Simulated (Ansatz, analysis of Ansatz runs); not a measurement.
# Interstitial H in bcc V, hop from a tetrahedral to the next tetrahedral site: migration barrier against experiment, part 2 of 2

Aim: the migration barrier of interstitial H in bcc V, hop from a tetrahedral to the next tetrahedral site, to be set beside the measurement. Set-up: PBEsol, 32-site cell, PBEsol lattice, 420 eV, k: 4x4x4 Gamma-centred. The model is a cell of 32 host atoms with 1 H put in. The barrier is the energy of the highest image of a climbing band over the relaxed site that the atom leaves. A local or semilocal functional is the cheapest first rung.

Ansatz 0.2.0; PBEsol, 32-site cell, PBEsol lattice, 420 eV, k: 4x4x4 Gamma-centred.

So far: The starting structure; Relaxation, charge 0.

## 3. Nudged elastic band

A band of images joins the two ends; its highest image climbs to the saddle, whose energy over the site left is the barrier.

This step: plane-wave PAW DFT, PBEsol; nudged elastic band between two relaxed defect structures at fixed charge.

neb/input.yaml reads:

```yaml
crystal:
  lattice:
    - [0.0, 5.91599023, 5.91599023]
    - [5.91599023, 0.0, 5.91599023]
    - [5.91599023, 5.91599023, 0.0]
  atoms:
    - { symbol: V, position: [-0.00042239, -0.000582691, 0.000582691] }
    - { symbol: V, position: [0.12423517, 0.123121887, 0.126562861] }
    - { symbol: V, position: [0.251080083, 0.24923517, 0.248121887] }
    - { symbol: V, position: [0.377822831, 0.372177169, 0.364411848] }
    - { symbol: V, position: [-0.001878113, 0.001562861, 0.501080083] }
    - { symbol: V, position: [0.124297524, 0.123913213, 0.626519601] }
    - { symbol: V, position: [0.247177169, 0.239411848, 0.760588152] }
    - { symbol: V, position: [0.375502334, 0.374497666, 0.876938545] }
    - { symbol: V, position: [-0.001086787, 0.501519601, 0.000269662] }
    - { symbol: V, position: [0.124425927, 0.625574073, 0.124876124] }
    - { symbol: V, position: [0.249497666, 0.751938545, 0.248061455] }
    - { symbol: V, position: [0.376519601, 0.875269662, 0.374297524] }
    - { symbol: V, position: [-0.001938545, 0.500502334, 0.499497666] }
    - { symbol: V, position: [0.114411848, 0.635588152, 0.627822831] }
    - { symbol: V, position: [0.248480399, 0.751086787, 0.750702476] }
    - { symbol: V, position: [0.373919917, 0.873437139, 0.876878113] }
    - { symbol: V, position: [0.500574073, -0.000123876, 0.000123876] }
    - { symbol: V, position: [0.62542239, 0.12457761, 0.124417309] }
    - { symbol: V, position: [0.750269662, 0.249297524, 0.248913213] }
    - { symbol: V, position: [0.876562861, 0.376080083, 0.37423517] }
    - { symbol: V, position: [0.500702476, -0.000269662, 0.498480399] }
    - { symbol: V, position: [0.626938545, 0.123061455, 0.625502334] }
    - { symbol: V, position: [0.750123876, 0.249425927, 0.750574073] }
    - { symbol: V, position: [0.874730338, 0.373480399, 0.876086787] }
    - { symbol: V, position: [0.50076483, 0.498919917, -0.001562861] }
    - { symbol: V, position: [0.626086787, 0.625702476, 0.124730338] }
    - { symbol: V, position: [0.750582691, 0.75042239, 0.24957761] }
    - { symbol: V, position: [0.874876124, 0.875123876, 0.374425927] }
    - { symbol: V, position: [0.510588152, 0.502822831, 0.497177169] }
    - { symbol: V, position: [0.626878113, 0.62576483, 0.623919917] }
    - { symbol: V, position: [0.748437139, 0.751878113, 0.75076483] }
    - { symbol: V, position: [0.874417309, 0.875582691, 0.87542239] }
    - { symbol: H, position: [0.3125, 0.4375, 0.5625] }
basis:
  ecutwfc: 420
  xc_grid: 2
hamiltonian:
  xc: pbesol
kpoints:
  mp_grid: { grid: [4, 4, 4] }
scf:
  occupations: { method: methfessel_paxton, width: 0.1 }
  max_iter: 120
output:
  forces: true
neb:
  images: 3
  f_tol: 0.04
  climbing: true
  initial_path: idpp
  max_iterations: 45
  order_check: false
  final_atoms:
    - { symbol: V, position: [-0.000415449, -9.5525e-05, 9.5525e-05] }
    - { symbol: V, position: [0.126238698, 0.123150177, 0.126534539] }
[... 1 atom line left out ...]
    - { symbol: V, position: [0.385746778, 0.372205601, 0.364383364] }
[... 2 atom lines left out ...]
    - { symbol: V, position: [0.252981415, 0.239440238, 0.760559762] }
    - { symbol: V, position: [0.375861075, 0.373508879, 0.876058308] }
[... 2 atom lines left out ...]
    - { symbol: V, position: [0.250660954, 0.751967021, 0.248032979] }
    - { symbol: V, position: [0.375732608, 0.875152399, 0.374397535] }
    - { symbol: V, position: [-0.010429619, 0.502851273, 0.497148727] }
    - { symbol: V, position: [0.122335744, 0.635616636, 0.627794399] }
[... 7 atom lines left out ...]
    - { symbol: V, position: [0.625428261, 0.123941692, 0.626491121] }
[... 1 atom line left out ...]
    - { symbol: V, position: [0.873219995, 0.374526062, 0.876910148] }
[... 1 atom line left out ...]
    - { symbol: V, position: [0.625282542, 0.625602465, 0.124847601] }
[... 2 atom lines left out ...]
    - { symbol: V, position: [0.502097164, 0.500530811, 0.499469189] }
[... 3 atom lines left out ...]
    - { symbol: H, position: [0.18765858, 0.437528437, 0.562471563] }
```

Launch:

```console
$ ansatz run input.yaml --threads 4 --pin off --max-ram 7536MiB --backend cpu --events-out ev --progress --plain --runs-dir out
```

Numbers of over 12 decimals in the logs are rounded to 6 here.

What it wrote:

```text
[...]
Warning: neb: disabling space-group detection — the band's intermediate images generally break the endpoint symmetry, so no spatial operation reduces the k-mesh or symmetrises the density, except that a semilocal band can use its path's symmetry ahead of [...]
[...]
NEB image 0
Crystal: 33 atoms, lattice volume = 414.107 Å³
Basis set: ecut = 420 eV, 7991 PW (Γ), exchange–correlation on 120×120×120 points (8 copies of the dense FFT grid, shifted against one another)
Bands: 251, of which v1, the nominal top of the filled ones, is band 209 counted from 1 (208 counted from 0)
Symmetry: 1 space group operations
k-points: 36 of 64 (time reversal used)
[...]
SCF iter   1: F=—  HF=-92345.471063 eV  |F-HF|=—  |Δ(HF+E_count)|=         —  Δρ=1.09e-2  dr2=3.99e-1  ethr=1.77e-3  ⟨swp⟩=7.0  Hψ=32765  notcnv=0
[...]
SCF iter   7: F=-92345.407617 eV  HF=-92345.407617 eV  |F-HF|=1.01e-8  |Δ(HF+E_count)|=   3.11e-8  S|Δr|=    0.00e0  Δρ=2.30e-6  dr2=1.74e-8  ethr=2.40e-11  ⟨swp⟩=2.4  Hψ=25764  notcnv=0
SCF 1 converged in 7 iterations: F = -92345.407617 eV  dr2 = 1.74e-8
[...]
NSCF: frozen V_eff on 36 k-points
NEB image 4
SCF iter   1: F=—  HF=-92345.470152 eV  |F-HF|=—  |Δ(HF+E_count)|=         —  Δρ=1.09e-2  dr2=4.02e-1  ethr=1.77e-3  ⟨swp⟩=6.9  Hψ=33051  notcnv=0
[...]
SCF iter   7: F=-92345.407617 eV  HF=-92345.407617 eV  |F-HF|=9.46e-9  |Δ(HF+E_count)|=   3.32e-8  S|Δr|=    0.00e0  Δρ=2.27e-6  dr2=1.67e-8  ethr=2.40e-11  ⟨swp⟩=2.9  Hψ=26046  notcnv=0
SCF 2 converged in 7 iterations: F = -92345.407617 eV  dr2 = 1.67e-8
[...]
NEB end point (image 0): max|allowed force component| = 9.304e-3 eV/Å (the criterion of neb.relax_end_points is 1.000e-2)
NEB end point (image 4): max|allowed force component| = 9.305e-3 eV/Å (the criterion of neb.relax_end_points is 1.000e-2)
NEB image 1
SCF iter   1: F=—  HF=-92345.360962 eV  |F-HF|=—  |Δ(HF+E_count)|=         —  Δρ=1.12e-2  dr2=5.12e-1  ethr=1.77e-3  ⟨swp⟩=7.2  Hψ=32799  notcnv=0  defer=2
[...]
SCF iter   7: F=-92345.293783 eV  HF=-92345.293783 eV  |F-HF|=1.38e-8  |Δ(HF+E_count)|=   1.81e-8  S|Δr|=    0.00e0  Δρ=2.56e-6  dr2=2.22e-8  ethr=2.40e-11  ⟨swp⟩=2.3  Hψ=25453  notcnv=0
SCF 3 converged in 7 iterations: F = -92345.293783 eV  dr2 = 2.22e-8
NEB image 2
SCF iter   1: F=—  HF=-92345.266141 eV  |F-HF|=—  |Δ(HF+E_count)|=         —  Δρ=1.14e-2  dr2=5.63e-1  ethr=1.77e-3  ⟨swp⟩=7.3  Hψ=33346  notcnv=0
[...]
SCF iter   7: F=-92345.197195 eV  HF=-92345.197195 eV  |F-HF|=1.75e-8  |Δ(HF+E_count)|=   1.22e-8  S|Δr|=    0.00e0  Δρ=2.74e-6  dr2=2.65e-8  ethr=2.40e-11  ⟨swp⟩=2.8  Hψ=27069  notcnv=0
SCF 4 converged in 7 iterations: F = -92345.197195 eV  dr2 = 2.65e-8
NEB image 3
SCF iter   1: F=—  HF=-92345.360506 eV  |F-HF|=—  |Δ(HF+E_count)|=         —  Δρ=1.12e-2  dr2=5.10e-1  ethr=1.77e-3  ⟨swp⟩=7.1  Hψ=33137  notcnv=0
[...]
SCF iter   7: F=-92345.293783 eV  HF=-92345.293783 eV  |F-HF|=1.42e-8  |Δ(HF+E_count)|=   2.56e-8  S|Δr|=    0.00e0  Δρ=2.62e-6  dr2=2.30e-8  ethr=2.40e-11  ⟨swp⟩=2.4  Hψ=25437  notcnv=0
SCF 5 converged in 7 iterations: F = -92345.293783 eV  dr2 = 2.30e-8
NEB iter   1: max|band force component| = 7.582e-1 eV/Å  barrier→ = 0.2104 eV  barrier← = 0.2104 eV  Δτ_max = 0.0494 Å  (35 SCF iters)
NEB image 1
[...]
iter 1 solved again at ethr=4.08e-5 eV; its pass at ethr=3.10e-3 eV (dr2=1.70e-1 eV) is discarded
[...]
SCF iter   7: F=-92345.352907 eV  HF=-92345.352907 eV  |F-HF|=3.76e-8  |Δ(HF+E_count)|=   6.09e-8  S|Δr|=    0.00e0  Δρ=2.36e-6  dr2=4.58e-8  ethr=2.40e-11  ⟨swp⟩=2.7  Hψ=28714  notcnv=0
SCF 6 converged in 7 iterations: F = -92345.352907 eV  dr2 = 4.58e-8
NEB image 2
[...]
SCF iter   7: F=-92345.286609 eV  HF=-92345.286609 eV  |F-HF|=7.28e-8  |Δ(HF+E_count)|=   9.71e-8  S|Δr|=    0.00e0  Δρ=3.24e-6  dr2=8.60e-8  ethr=2.40e-11  ⟨swp⟩=2.4  Hψ=28675  notcnv=0
SCF 7 converged in 7 iterations: F = -92345.286609 eV  dr2 = 8.60e-8
NEB image 3
[...]
SCF iter   7: F=-92345.352907 eV  HF=-92345.352907 eV  |F-HF|=3.76e-8  |Δ(HF+E_count)|=   6.08e-8  S|Δr|=    0.00e0  Δρ=2.36e-6  dr2=4.57e-8  ethr=2.40e-11  ⟨swp⟩=2.6  Hψ=28844  notcnv=0
SCF 8 converged in 7 iterations: F = -92345.352907 eV  dr2 = 4.57e-8
NEB iter   2: max|band force component| = 2.250e-1 eV/Å  barrier→ = 0.1210 eV  barrier← = 0.1210 eV  CI = image 2  Δτ_max = 0.0308 Å  (21 SCF iters)
NEB image 1
[...]
SCF iter   7: F=-92345.365804 eV  HF=-92345.365804 eV  |F-HF|=8.05e-9  |Δ(HF+E_count)|=   1.81e-8  S|Δr|=    0.00e0  Δρ=1.23e-6  dr2=1.06e-8  ethr=2.40e-11  ⟨swp⟩=3.1  Hψ=19888  notcnv=0
SCF 9 converged in 7 iterations: F = -92345.365804 eV  dr2 = 1.06e-8
NEB image 2
[...]
SCF iter   7: F=-92345.307695 eV  HF=-92345.307695 eV  |F-HF|=1.15e-8  |Δ(HF+E_count)|=   2.74e-8  S|Δr|=    0.00e0  Δρ=1.55e-6  dr2=1.56e-8  ethr=2.40e-11  ⟨swp⟩=3.1  Hψ=22290  notcnv=0
SCF 10 converged in 7 iterations: F = -92345.307695 eV  dr2 = 1.56e-8
NEB image 3
[...]
SCF iter   7: F=-92345.365804 eV  HF=-92345.365804 eV  |F-HF|=7.99e-9  |Δ(HF+E_count)|=   1.81e-8  S|Δr|=    0.00e0  Δρ=1.22e-6  dr2=1.06e-8  ethr=2.40e-11  ⟨swp⟩=3.1  Hψ=19874  notcnv=0
SCF 11 converged in 7 iterations: F = -92345.365804 eV  dr2 = 1.06e-8
NEB iter   3: max|band force component| = 8.884e-2 eV/Å  barrier→ = 0.0999 eV  barrier← = 0.0999 eV  CI = image 2  Δτ_max = 0.0164 Å  (21 SCF iters)
[...]
NEB iter   4: max|band force component| = 2.718e-2 eV/Å  barrier→ = 0.0973 eV  barrier← = 0.0973 eV  CI = image 2  Δτ_max = 0.0188 Å  (18 SCF iters)
[...]
NEB iter   5: max|band force component| = 4.262e-2 eV/Å  barrier→ = 0.0965 eV  barrier← = 0.0965 eV  CI = image 2  Δτ_max = 0.0134 Å  (6 SCF iters)
NEB image 1
[...]
SCF iter   6: F=-92345.367142 eV  HF=-92345.367142 eV  |F-HF|=2.02e-8  |Δ(HF+E_count)|=   8.25e-9  S|Δr|=    0.00e0  Δρ=1.86e-6  dr2=2.14e-8  ethr=2.40e-11  ⟨swp⟩=3.0  Hψ=19689  notcnv=0
SCF 16 converged in 6 iterations: F = -92345.367142 eV  dr2 = 2.14e-8
NEB image 2
[...]
SCF iter   6: F=-92345.311292 eV  HF=-92345.311292 eV  |F-HF|=1.43e-8  |Δ(HF+E_count)|=   1.07e-8  S|Δr|=    0.00e0  Δρ=1.50e-6  dr2=1.53e-8  ethr=2.40e-11  ⟨swp⟩=3.0  Hψ=19646  notcnv=0
SCF 17 converged in 6 iterations: F = -92345.311292 eV  dr2 = 1.53e-8
NEB image 3
[...]
SCF iter   6: F=-92345.367142 eV  HF=-92345.367142 eV  |F-HF|=2.06e-8  |Δ(HF+E_count)|=   8.28e-9  S|Δr|=    0.00e0  Δρ=1.87e-6  dr2=2.17e-8  ethr=2.40e-11  ⟨swp⟩=3.0  Hψ=19697  notcnv=0
SCF 18 converged in 6 iterations: F = -92345.367142 eV  dr2 = 2.17e-8
NEB image 1
[...]
NEB image 3
[...]
NEB image 2
[...]
NEB iter   6: max|band force component| = 8.708e-3 eV/Å  barrier→ = 0.0963 eV  barrier← = 0.0963 eV  CI = image 2  Δτ_max = 0.0000 Å  (18 SCF iters)
SCF converged after 6 iterations
[...]
Free energy (F): -92345.311292 eV
[...]
Internal energy: -92345.323356 eV  (E = F + TS)
E sigma→0 (E₀):  -92345.314308 eV
Entropy (-TS):   0.012065 eV (0.366 meV/atom)
Fermi energy:    17.222572 eV
[...]
--- Forces (eV/Å), atoms counted from 1 ---
  atom   1  V      0.00129680     0.00070241     0.00081853
  atom   2  V     -0.00611492    -0.00491428     0.00491390
  [... 1 atom left out ...]
  atom   4  V      0.00070720     0.00646862    -0.00646814
  [... 2 atoms left out ...]
  atom   7  V      0.00200843    -0.00053415     0.00053391
  atom   8  V     -0.00304196    -0.00118634    -0.00368230
  [... 2 atoms left out ...]
  atom  11  V      0.00183317     0.00503170    -0.00503127
  [... 1 atom left out ...]
  atom  13  V      0.00168077    -0.00507609    -0.00081030
  atom  14  V     -0.00108682     0.00666366    -0.00666424
  [... 7 atoms left out ...]
  atom  22  V      0.00305442    -0.00057335    -0.00353423
  [... 1 atom left out ...]
  atom  24  V     -0.00304189     0.00368273     0.00118605
  [... 4 atoms left out ...]
  atom  29  V      0.00168042     0.00081005     0.00507642
  [... 3 atoms left out ...]
  atom  33  H      0.00071694    -0.00073911     0.00073925
  max |Σ_I F_I| component: 6.04e-6 eV/Å
--- Band table (eV; the first three rows and the last of 36) ---
[...]
[... further k-points left out ...]
this run last wrote the band of iteration 6 to <dir>; this run last wrote the band within `neb.f_tol` of iteration 4 to <dir>
--- NEB band (5 images, 6 band iterations, 119 SCF iterations) ---
  forward barrier  = 0.096326 eV
  backward barrier = 0.096326 eV
  lagrangian_above_aufbau_ev (what the smearing adds, to first order; not taken off the barriers): saddle image +0.001634 eV, end points +0.003914 and +0.003914 eV
  climbing image's point = of an order that was not read
  energies are F+E_penalty+E_count in eV, relative to image 0
  image     s (Å)  Δ vs image 0  max|band force component| (eV/Å)
      0    0.0000      0.000000                                 —
      1    0.3071      0.040476                          8.708e-3
  *   2    0.6140      0.096326                          6.664e-3
      3    0.9209      0.040476                          8.706e-3
      4    1.2280      0.000000                                 —
  climbing-image geometry (image 2):
  cell:  # Å, volume = 414.1068 Å³
    - [0.0, 5.91599023, 5.91599023]
    - [5.91599023, 0.0, 5.91599023]
    - [5.91599023, 5.91599023, 0.0]
  atoms:
    - { symbol: V, position: [0.002832, -0.000811, 0.000795] }
    - { symbol: V, position: [0.124751, 0.123959, 0.126698] }
    - { symbol: V, position: [0.253273, 0.246451, 0.247200] }
    - { symbol: V, position: [0.390195, 0.364238, 0.355531] }
    - { symbol: V, position: [-0.003863, 0.005016, 0.502868] }
    - { symbol: V, position: [0.125934, 0.124875, 0.625423] }
    - { symbol: V, position: [0.250093, 0.243941, 0.756031] }
    - { symbol: V, position: [0.374234, 0.374570, 0.875130] }
    - { symbol: V, position: [-0.003567, 0.502440, 0.004853] }
    - { symbol: V, position: [0.125006, 0.623984, 0.127520] }
    - { symbol: V, position: [0.250092, 0.751830, 0.248145] }
    - { symbol: V, position: [0.375154, 0.872488, 0.376015] }
    - { symbol: V, position: [0.001939, 0.498889, 0.501088] }
    - { symbol: V, position: [0.109959, 0.644476, 0.635765] }
    - { symbol: V, position: [0.246872, 0.752828, 0.753569] }
    - { symbol: V, position: [0.375411, 0.873305, 0.876031] }
    - { symbol: V, position: [0.497343, -0.000811, 0.000795] }
    - { symbol: V, position: [0.629417, 0.119427, 0.121897] }
    - { symbol: V, position: [0.753235, 0.246451, 0.247200] }
    - { symbol: V, position: [0.873819, 0.375297, 0.377224] }
    - { symbol: V, position: [0.503705, -0.004821, 0.497569] }
    - { symbol: V, position: [0.623927, 0.124875, 0.625423] }
    - { symbol: V, position: [0.750093, 0.250237, 0.749736] }
    - { symbol: V, position: [0.876224, 0.374570, 0.875130] }
    - { symbol: V, position: [0.504004, 0.497144, -0.004993] }
    - { symbol: V, position: [0.623648, 0.623984, 0.127520] }
    - { symbol: V, position: [0.750087, 0.745701, 0.254284] }
    - { symbol: V, position: [0.876502, 0.872488, 0.376015] }
    - { symbol: V, position: [0.498243, 0.498889, 0.501088] }
    - { symbol: V, position: [0.626345, 0.622771, 0.624697] }
    - { symbol: V, position: [0.746890, 0.752828, 0.753569] }
    - { symbol: V, position: [0.870740, 0.878100, 0.880579] }
    - { symbol: H, position: [0.250080, 0.458361, 0.541638] }
```

Run time: 15 min. Hardware: 4 threads of AMD EPYC 9R45, shared host; peak memory 7 GiB.

Images along the path:

| image | path (Å) | energy (eV) | H33: x, y, z (Å) |
| --- | --- | --- | --- |
| 0 | 0.000 | 0.0000 | 5.916, 5.176, 4.437 |
| 1 | 0.307 | 0.0405 | 5.916, 4.924, 4.366 |
| 2 | 0.614 | 0.0963 | 5.916, 4.684, 4.191 |
| 3 | 0.921 | 0.0405 | 5.916, 4.508, 3.951 |
| 4 | 1.228 | 0.0000 | 5.916, 4.438, 3.699 |

This step gave:

```yaml
free_energy: -92345.3113 eV
smearing_term_ts: -0.01206 eV
barrier_forward: 0.09633 eV
barrier_backward: 0.09633 eV
```

## 4. Outcome

```json
{
  "migration barrier (saddle less minimum)": "0.10 eV",
  "energy difference of the two ends": "0.00 eV",
  "length of the hop": "1.04 Å",
  "time of the whole chain": "16 min on 4 threads"
}
```

Migration barrier: computed 0.10 eV, measured 0.046 eV; 0.05 eV above the measurement. The measured number is an Arrhenius activation energy of long-range diffusion; for H it holds zero-point energy and, in bcc metals near room temperature, tunnelling. One hop between neighbouring sites is computed at the host's lattice. Limits: the periodic copies of the defect are only 8.4 Å apart.

[Logs are printed without paths, hosts, clocks, repeated set-up lines and the standing remarks that a program may print on its own settings, such as how far it seeks lower states.]

[Hosts, paths, dates, database ids (printed as entryN), source tags and the programs' standing remarks are cut or masked in the printed files.]

[For some hosts the program warned that the k-mesh of the response run may be too coarse for force constants and the static dielectric constant; such warnings are not shown here.]
